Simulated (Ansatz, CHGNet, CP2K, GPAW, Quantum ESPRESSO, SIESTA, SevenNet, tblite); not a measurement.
# What went wrong? Quantum ESPRESSO on generalised stacking fault on (111) (glide set) of a Ge-Sn solid solution (48 atoms)

Program: Quantum ESPRESSO 7.5, a calculation on a cell of 34 Ge and 14 Sn, 25.7 Å³ an atom.

The input, pw.in:

```
&control
  calculation = 'scf'
  pseudo_dir = './pseudo'
  outdir = './tmp'
  disk_io = 'none'
  tprnfor = .true.
  tstress = .true.
/
&system
  ibrav = 0
  nat = 48
  ntyp = 2
  ecutwfc = 45
  ecutrho = 22
  nosym = .true.
  occupations = 'smearing'
  smearing = 'fd'
  degauss = 0.003675
/
&electrons
  conv_thr = 2.4e-07
  electron_maxstep = 50
  mixing_beta = 0.2
  mixing_mode = 'local-TF'
  diagonalization = 'david'
/
ATOMIC_SPECIES
Ge 72.630 Ge.upf
Sn 118.710 Sn.upf
CELL_PARAMETERS angstrom
8.33424 0.00000 0.00000
0.00000 7.21767 0.00000
3.47263 0.00000 20.51464
ATOMIC_POSITIONS crystal
Ge 0.73381 0.49928 0.02405
Sn 0.68855 0.50612 0.14522
Sn 0.68236 0.83271 0.19011
Ge 0.63211 0.82591 0.30803
Sn 0.22693 0.50378 0.02107
Ge 0.20124 0.50117 0.14562
Ge 0.16846 0.82764 0.18220
Ge 0.12496 0.85198 0.31259
Ge 0.49122 0.00574 0.01817
Ge 0.42704 0.98962 0.14903
[... 34 atom lines left out ...]
Sn 0.64390 0.66462 0.84492
Ge 0.58911 0.66740 0.97509
Ge 0.88735 0.17826 0.85377
Ge 0.84341 0.17054 0.97057
K_POINTS gamma
```

The run is started by

```bash
OMP_NUM_THREADS=1 mpirun -np 4 pw.x -in pw.in > output.txt
```

The log of the run:

```text
Program PWSCF
 %%%%%%%%%%%%%%%%%%%%%%%%%%%%%%%%%%%%%%%%%%%%%%%%%%%%%%%%%%%%%%%%%%%%%%%%%%%%%%
     Error in routine set_cutoff (1):
     ecutrho <= ecutwfc?!?
 %%%%%%%%%%%%%%%%%%%%%%%%%%%%%%%%%%%%%%%%%%%%%%%%%%%%%%%%%%%%%%%%%%%%%%%%%%%%%%
```

Run time: 0.63 s. Hardware: 4 MPI ranks of Arm Neoverse V1, shared host; peak memory 0.46 GiB.

Banners, paths, timers and routine set-up lines are dropped from the logs unmarked, and long logs keep their key lines alone; longer cuts are marked.

**Question.** Which part of the input is at fault, and how is it mended?

A density cutoff under four times the waves': density cutoff 22 Ry. The sound run has density cutoff 360 Ry.

The program stopped at the start.

[Also dropped from logs without a mark: logging warnings of Python, and SIESTA's first energy breakdown and zero terms.]

[Logs are printed without paths, hosts, clocks, repeated set-up lines and the standing remarks that a program may print on its own settings, such as how far it seeks lower states.]

[Hosts, paths, dates, database ids (printed as entryN), source tags and the programs' standing remarks are cut or masked in the printed files.]
